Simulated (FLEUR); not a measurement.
**MnHg: cost and accuracy of the smearing**

Wanted: the cheapest choice of the smearing that holds the magnetic results of MnHg.

Main program and level: FLEUR MaX-R8.1; PBEsol; all-electron FLAPW, Dirac cores, scalar-relativistic bands.

**1. The starting structure**

It takes space group Pm-3m (No. 221, cubic). The conventional cell has a = 3.315 Å, b = 3.315 Å, c = 3.315 Å, α = 90.00°, β = 90.00°, γ = 90.00°. Nearest to Mn lie 8 Hg at 2.87 Å. Nearest to Hg lie 8 Mn at 2.87 Å. Farther neighbours are not listed.

As a file:

```xyz
2
Lattice="3.3150 0.0000 0.0000 0.0000 3.3150 0.0000 0.0000 0.0000 3.3150" Properties=species:S:1:pos:R:3 pbc="T T T"
Mn    1.6575    1.6575    1.6575
Hg    0.0000    0.0000    0.0000
```

**2. Rung 1 (width 0.5 eV), start ferro +**

A wide smearing converges easily but acts like a high temperature on the moments; each rung narrows it.

inpgen writes inp.xml from crystal.txt; cutoffs, mixing, functional, smearing and local orbitals are then set in the file. The k list default-1 (kpts.xml, not shown) is a Γ-centred 8×8×8 mesh; where the ranks do not divide the number of points, some are split in two of half the weight.

inp.xml reads:

```
<?xml version="1.0" encoding="UTF-8" standalone="no"?>
<fleurInput fleurInputVersion="0.39">
   <comment>
      MnHg
   </comment>
   <calculationSetup>
      <cutoffs Kmax="3.6" Gmax="10.8" GmaxXC="10.8" numbands="0"/>
      <scfLoop itmax="90" minDistance="0.00002" maxIterBroyd="15" imix="Anderson" alpha="0.05" precondParam="0.0" spinf="2.0" sdNocoIR="T"/>
      <coreElectrons ctail="T" frcor="F" kcrel="0" coretail_lmax="0"/>
      <xcFunctional name="PBEs" relativisticCorrections="F"/>
      <magnetism jspins="2"/>
      <soc l_soc="F" theta="0.0" phi="0.0" spav="F"/>
      <expertModes spex="0" secvar="F"/>
      <geometryOptimization l_f="F" forcealpha="1.0" forcemix="BFGS" epsdisp="0.00001" epsforce="0.00001"/>
      <ldaU l_linMix="F" mixParam="0.05" spinf="1.0"/>
   </calculationSetup>
   <cell>
      <bzIntegration valenceElectrons="33.0" mode="hist" fermiSmearingEnergy="0.01837466">
         <kPointListSelection listName="default-1"/>
         <xi:include xmlns:xi="http://www.w3.org/2001/XInclude" href="kpts.xml"> </xi:include>
      </bzIntegration>
      <xi:include xmlns:xi="http://www.w3.org/2001/XInclude" href="sym.xml"> </xi:include>
      <bulkLattice scale="1.0">
         <bravaisMatrix>
            <row-1>    6.2644421030489994     0.0000000000000000     0.0000000000000000</row-1>
            <row-2>    0.0000000000000000     6.2644421030489994     0.0000000000000000</row-2>
            <row-3>    0.0000000000000000     0.0000000000000000     6.2644421030489994</row-3>
         </bravaisMatrix>
      </bulkLattice>
   </cell>
   <atomSpecies>
      <species name="Manganese 3.501" element="Mn" atomicNumber="25">
         <mtSphere radius="2.64" gridPoints="873" logIncrement="0.014"/>
         <atomicCutoffs lmax="10" lnonsphr="8"/>
         <electronConfig flipSpins="F">
            <coreConfig>(1s1/2) (2s1/2) (2p1/2) (2p3/2)</coreConfig>
            <valenceConfig>(3s1/2) (3p1/2) (3p3/2) (4s1/2) (3d3/2) (3d5/2)</valenceConfig>
            <stateOccupation state="(3d3/2)" spinUp="1.2505" spinDown="0.7495"/>
            <stateOccupation state="(3d5/2)" spinUp="3.0" spinDown="0.0"/>
         </electronConfig>
         <energyParameters s="4" p="4" d="3" f="4"/>
         <lo type="SCLO" l="0" n="3" eDeriv="0"/>
         <lo type="SCLO" l="1" n="3" eDeriv="0"/>
      </species>
      <species name="Mercury (Hg)" element="Hg" atomicNumber="80">
         <mtSphere radius="2.64" gridPoints="873" logIncrement="0.015"/>
         <atomicCutoffs lmax="10" lnonsphr="8"/>
         <electronConfig flipSpins="F">
            <coreConfig>(1s1/2) (2s1/2) (2p1/2) (2p3/2) (3s1/2) (3p1/2) (3p3/2) (4s1/2) (3d3/2) (3d5/2) (4p1/2) (4p3/2) (5s1/2) (4d3/2) (4d5/2) (4f5/2) (4f7/2)</coreConfig>
            <valenceConfig>(5p1/2) (5p3/2) (6s1/2) (5d3/2) (5d5/2)</valenceConfig>
         </electronConfig>
         <energyParameters s="6" p="6" d="5" f="5"/>
         <lo type="SCLO" l="1" n="5" eDeriv="0"/>
      </species>
   </atomSpecies>
   <atomGroups>
      <atomGroup species="Manganese 3.501">
         <relPos label="                   1">1.000/2.000 1.000/2.000 1.000/2.000</relPos>
         <force calculate="T" relaxXYZ="TTT"/>
      </atomGroup>
      <atomGroup species="Mercury (Hg)">
         <relPos label="                   2">.0000000000 .0000000000 .0000000000</relPos>
         <force calculate="T" relaxXYZ="TTT"/>
      </atomGroup>
   </atomGroups>
   <output dos="F" band="F" slice="F">
      <bandDOS minEnergy="-.5*Htr" maxEnergy="0.5*Htr" sigma="0.015" storeEVData="T"/>
      <plotting iplot="0" polar="F">
         <plot TwoD="T" vec1="  1.0  0.0  0.0" vec2="  0.0  1.0  0.0" vec3="  0.0  0.0  1.0" zero="  0.0  0.0  0.0" file="plot"/>
      </plotting>
      <moessbauerParams electricFieldGradient="F" isomerShift="F" coreHyperfine="F" valenceHyperfine="F"/>
   </output>
</fleurInput>
```

crystal.txt reads:

```
MnHg
&input film=F cartesian=F /
3.31500000000  0.00000000000  0.00000000000
0.00000000000  3.31500000000  0.00000000000
0.00000000000  0.00000000000  3.31500000000
1.8897261246
1.0 1.0 1.0

2
25 0.50000000000  0.50000000000  0.50000000000 : 3.501
80 0.00000000000  0.00000000000  0.00000000000

&kpt div1=8 div2=8 div3=8 gamma=T /
```

Launch:

```sh
$ OMP_NUM_THREADS=1 inpgen -f crystal.txt > inpgen.log  # inp.xml is then edited as shown
$ OMP_NUM_THREADS=1 mpirun -n 4 fleur_MPI > fleur.log
```

The program printed:

```text
Welcome to FLEUR        (www.flapw.de)
      MaX-Release 8.1          (www.max-centre.eu)

 ========== k-point set info ==========
 Selected k-point list: default-1
 k-point list type: mesh
 0 x 0 x 0
 Number of k points: 36

 ------------Calculation Setup---------------------------
 Number of MPI-tasks      :            4
 Number of PE/node        :            4
 Number of OMP-threads    :            1
 k-points in parallel     :            4
 pe's per k-point         :            1
 No of k-point loops      :            9
 Eigenvalue solver        :       lapack
 Number of basis functions:          220
 Approximate size of matrices (H+S) per k-point:         0.001 GB
 --------------------------------------------------------
 Iteration:     1   Distance:      19.07601304 me/bohr^3
 Iteration:     2   Distance:      14.13468317 me/bohr^3
 Iteration:     3   Distance:       8.33252849 me/bohr^3
 Iteration:     4   Distance:       6.44483055 me/bohr^3
 Iteration:     5   Distance:       3.84186240 me/bohr^3
 Iteration:     6   Distance:       1.26739106 me/bohr^3
 Iteration:     7   Distance:       1.04313837 me/bohr^3
 Iteration:     8   Distance:       0.19912500 me/bohr^3
 Iteration:     9   Distance:       0.11213669 me/bohr^3
 Iteration:    10   Distance:       0.05891362 me/bohr^3
 Iteration:    11   Distance:       0.07033299 me/bohr^3
 Iteration:    12   Distance:       0.02080608 me/bohr^3
 Iteration:    13   Distance:       0.01402488 me/bohr^3
 Iteration:    14   Distance:       0.01046258 me/bohr^3
 Iteration:    15   Distance:       0.00318298 me/bohr^3
 Iteration:    16   Distance:       0.00315201 me/bohr^3
 Iteration:    17   Distance:       0.00296274 me/bohr^3
 Iteration:    18   Distance:       0.00023352 me/bohr^3
 Iteration:    19   Distance:       0.00007829 me/bohr^3
 Iteration:    20   Distance:       0.00002367 me/bohr^3
 Iteration:    21   Distance:       0.00002031 me/bohr^3
 Iteration:    22   Distance:       0.00000859 me/bohr^3

 ********************************************************************
 Run finished successfully
 Stop message:
   all done
 ********************************************************************

--- out.xml (last complete iteration) ---
<iteration numberForCurrentRun="   22" overallNumber="   22">
         [... left out ...]
         <bandgap value="0.0055595806" units="eV"/>
         <sumValenceSingleParticleEnergies value="-23.8186233819" units="Htr"/>
         <FermiEnergy value="0.3075710815" units="Htr"/>
         <valenceDensity>
            <mtCharges spin="1">
               <mtCharge atomType="1" total="8.7489483" s="1.2048780" p="3.1950319" d="4.3301882" f="0.0136865"/>
               <mtCharge atomType="2" total="8.3385643" s="0.4020061" p="3.2396280" d="4.6776536" f="0.0151596"/>
            </mtCharges>
            <mtCharges spin="2">
               <mtCharge atomType="1" total="5.3640374" s="1.1767238" p="3.1795043" d="0.9897178" f="0.0131210"/>
               <mtCharge atomType="2" total="8.3574929" s="0.4387124" p="3.2726030" d="4.6359322" f="0.0084972"/>
            </mtCharges>
            <spinDependentCharge spin="1" total="18.2026844" interstitial="1.1151719" mtSpheres="17.0875126"/>
            <spinDependentCharge spin="2" total="14.7973156" interstitial="1.0757853" mtSpheres="13.7215303"/>
            <totalCharge value="33.0000000000"/>
         </valenceDensity>
         [... left out ...]
         <magneticMomentsInMTSpheres units="muBohr">
            <globalMagMoment atomType="1" vec="0.00000   0.00000   3.38491"/>
            <localMagMoment atomType="1" vec="0.00000   0.00000   3.38491"/>
            <globalMagMoment atomType="2" vec="0.00000   0.00000  -0.01893"/>
            <localMagMoment atomType="2" vec="0.00000   0.00000  -0.01893"/>
         </magneticMomentsInMTSpheres>
         [... left out ...]
         <totalEnergy value="   -20813.9278054506" units="Htr">
            <sumOfEigenvalues value="   -12781.5983794084">
               <coreElectrons value="-12757.7797560265"/>
               <valenceElectrons value="-23.8186233819"/>
            </sumOfEigenvalues>
            <densityCoulombPotentialIntegral value="-36082.0230711661"/>
            <densityEffectivePotentialIntegral value="-36634.1977683276"/>
            <chargeDenXCDenIntegral value="-419.4677836477"/>
            <FockExchangeEnergyValence value="0.0000000000"/>
            <FockExchangeEnergyCore value="0.0000000000"/>
         [... left out ...]
            <tkbTimesEntropy value="0.0545992735"/>
            <freeEnergy value="-20813.9824047241"/>
            <extrapolationTo0K value="-20813.9551050873"/>
         </totalEnergy>
         <densityConvergence units="me/bohr^3">
            <chargeDensity spin="1" distance="0.0000060034"/>
            <chargeDensity spin="2" distance="0.0000042512"/>
            <overallChargeDensity distance="0.0000058710"/>
            <spinDensity distance="0.0000085883"/>
         </densityConvergence>
      </iteration>
```

The job ended after 66 s (4 MPI ranks of Arm Neoverse N1, shared host; peak memory 0.24 GiB; 2.6 min of CPU time).

Numbers from this step:

```yaml
free_energy: -566377.3145 eV
program_s_band_gap_on_this_mesh_in_a_metal_only_a_level_spacing: 0.005560 eV
magnetization: 3.405 μB
final_state: ferromagnetic
largest_moment: 3.385 μB
```

After 22 cycles the largest moment stands at 3.38 μB.

**3. Rung 1 (width 0.5 eV), start antiferro q=(0,1/2,1/2) +-**

The second start gives the energy difference between the two end states, the quantity that is followed up the ladder. Its q is in fractions of the primitive cell's reciprocal vectors.

The k list default-1 (kpts.xml, not shown) is a Γ-centred 8×4×8 mesh.

inp.xml: that of step 2 with these lines changed.

```diff
@@ -17,3 +17,3 @@
    <cell>
-      <bzIntegration valenceElectrons="33.0" mode="hist" fermiSmearingEnergy="0.01837466">
+      <bzIntegration valenceElectrons="66.0" mode="hist" fermiSmearingEnergy="0.01837466">
          <kPointListSelection listName="default-1"/>
@@ -25,4 +25,4 @@
             <row-1>    6.2644421030489994     0.0000000000000000     0.0000000000000000</row-1>
-            <row-2>    0.0000000000000000     6.2644421030489994     0.0000000000000000</row-2>
-            <row-3>    0.0000000000000000     0.0000000000000000     6.2644421030489994</row-3>
+            <row-2>    0.0000000000000000    12.5288842060979988     0.0000000000000000</row-2>
+            <row-3>    0.0000000000000000     6.2644421030489994     6.2644421030489994</row-3>
          </bravaisMatrix>
@@ -39,2 +39,15 @@
             <stateOccupation state="(3d5/2)" spinUp="3.0" spinDown="0.0"/>
+         </electronConfig>
+         <energyParameters s="4" p="4" d="3" f="4"/>
+         <lo type="SCLO" l="0" n="3" eDeriv="0"/>
+         <lo type="SCLO" l="1" n="3" eDeriv="0"/>
+      </species>
+      <species name="Manganese -3.501" element="Mn" atomicNumber="25">
+         <mtSphere radius="2.64" gridPoints="873" logIncrement="0.014"/>
+         <atomicCutoffs lmax="10" lnonsphr="8"/>
+         <electronConfig flipSpins="F">
+            <coreConfig>(1s1/2) (2s1/2) (2p1/2) (2p3/2)</coreConfig>
+            <valenceConfig>(3s1/2) (3p1/2) (3p3/2) (4s1/2) (3d3/2) (3d5/2)</valenceConfig>
+            <stateOccupation state="(3d3/2)" spinUp="0.7495" spinDown="1.2505"/>
+            <stateOccupation state="(3d5/2)" spinUp="0.0" spinDown="3.0"/>
          </electronConfig>
@@ -57,3 +70,7 @@
       <atomGroup species="Manganese 3.501">
-         <relPos label="                   1">1.000/2.000 1.000/2.000 1.000/2.000</relPos>
+         <relPos label="                   1">1.000/2.000 .0000000000 1.000/2.000</relPos>
+         <force calculate="T" relaxXYZ="TTT"/>
+      </atomGroup>
+      <atomGroup species="Manganese -3.501">
+         <relPos label="                   2">1.000/2.000 1.000/2.000 1.000/2.000</relPos>
          <force calculate="T" relaxXYZ="TTT"/>
@@ -61,3 +78,4 @@
       <atomGroup species="Mercury (Hg)">
-         <relPos label="                   2">.0000000000 .0000000000 .0000000000</relPos>
+         <relPos label="                   3">.0000000000 .0000000000 .0000000000</relPos>
+         <relPos label="                   4">.0000000000 1.000/2.000 .0000000000</relPos>
          <force calculate="T" relaxXYZ="TTT"/>
```

crystal.txt reads:

```
MnHg
&input film=F cartesian=F /
3.31500000000  0.00000000000  0.00000000000
0.00000000000  6.63000000000  0.00000000000
0.00000000000  3.31500000000  3.31500000000
1.8897261246
1.0 1.0 1.0

4
25 0.50000000000  0.00000000000  0.50000000000 : 3.501
25 0.50000000000  0.50000000000  0.50000000000 : -3.501
80 0.00000000000  0.00000000000  0.00000000000
80 0.00000000000  0.50000000000  0.00000000000

&kpt div1=8 div2=4 div3=8 gamma=T /
```

The program printed:

```text
[banner, memory and clock lines left out]
Welcome to FLEUR        (www.flapw.de)
      MaX-Release 8.1          (www.max-centre.eu)

 ========== k-point set info ==========
 Selected k-point list: default-1
 k-point list type: mesh
 0 x 0 x 0
 Number of k points: 68

 [... set-up left out ...]
 Iteration:     1   Distance:      19.02956112 me/bohr^3
 Iteration:     2   Distance:      14.06636013 me/bohr^3
 Iteration:     3   Distance:       8.30918465 me/bohr^3
 Iteration:     4   Distance:       6.40556935 me/bohr^3
 Iteration:     5   Distance:       3.83676456 me/bohr^3
 Iteration:     6   Distance:       1.24304301 me/bohr^3
 Iteration:     7   Distance:       0.96166464 me/bohr^3
 Iteration:     8   Distance:       0.27180107 me/bohr^3
[... lines left out ...]
 Iteration:    17   Distance:       0.00028533 me/bohr^3
 Iteration:    18   Distance:       0.00015775 me/bohr^3
 Iteration:    19   Distance:       0.00007043 me/bohr^3
 Iteration:    20   Distance:       0.00005661 me/bohr^3
 Iteration:    21   Distance:       0.00002361 me/bohr^3
 Iteration:    22   Distance:       0.00000668 me/bohr^3

 ********************************************************************
 Run finished successfully
 Stop message:
   all done
 ********************************************************************

--- out.xml (last complete iteration) ---
<iteration numberForCurrentRun="   22" overallNumber="   22">
         [... left out ...]
         <bandgap value="0.0000000038" units="eV"/>
         <sumValenceSingleParticleEnergies value="-47.6298615745" units="Htr"/>
         <FermiEnergy value="0.3075048581" units="Htr"/>
         [... left out ...]
         <magneticMomentsInMTSpheres units="muBohr">
            <globalMagMoment atomType="1" vec="0.00000   0.00000   3.37776"/>
            <globalMagMoment atomType="2" vec="0.00000   0.00000  -3.37776"/>
            <globalMagMoment atomType="3" vec="0.00000   0.00000   0.00000"/>
         </magneticMomentsInMTSpheres>
         [... left out ...]
         <totalEnergy value="   -41627.8500928734" units="Htr">
            <sumOfEigenvalues value="   -25563.1455696002">
               <coreElectrons value="-25515.5157080257"/>
               <valenceElectrons value="-47.6298615745"/>
            </sumOfEigenvalues>
         [... left out ...]
            <freeEnergy value="-41627.9633341782"/>
            <extrapolationTo0K value="-41627.9067135258"/>
         </totalEnergy>
         <densityConvergence units="me/bohr^3">
            <chargeDensity spin="1" distance="0.0000046336"/>
            <chargeDensity spin="2" distance="0.0000046344"/>
            <overallChargeDensity distance="0.0000066774"/>
            <spinDensity distance="0.0000064272"/>
         </densityConvergence>
      </iteration>
```

It took 5.7 min on 4 MPI ranks; peak memory 0.4 GiB; 14 min of CPU time.

Spin moment in the muffin-tin sphere by atom:

| atom | spin moment in the muffin-tin sphere (μB) |
| --- | --- |
| Mn1 | 3.38 |
| Mn2 | -3.38 |
| Hg3 | 0.00 |
| Hg4 | 0.00 |

Numbers from this step:

| Quantity | Value |
| --- | --- |
| free energy | -1132754.5889 eV |
| program's band gap on this mesh (in a metal only a level spacing) | 3.80e-9 eV |
| magnetization | 0 μB |
| final state | antiferromagnetic |

This start lies +20.1 meV a seeded atom from the first; its largest moment is 3.38 μB.

(Part 1 of 4 ends here.)

[Logs and program files are shortened in this print: banners, set-up blocks, solver, clock and traceback lines can be left out without a mark of their own.]

[Logs are printed without paths, hosts, clocks, repeated set-up lines and the standing remarks that a program may print on its own settings, such as how far it seeks lower states.]

[Hosts, paths, dates, database ids (printed as entryN), source tags and the programs' standing remarks are cut or masked in the printed files.]

[Where a cell is said to come from a database of computed structures, the database is the Materials Project.]
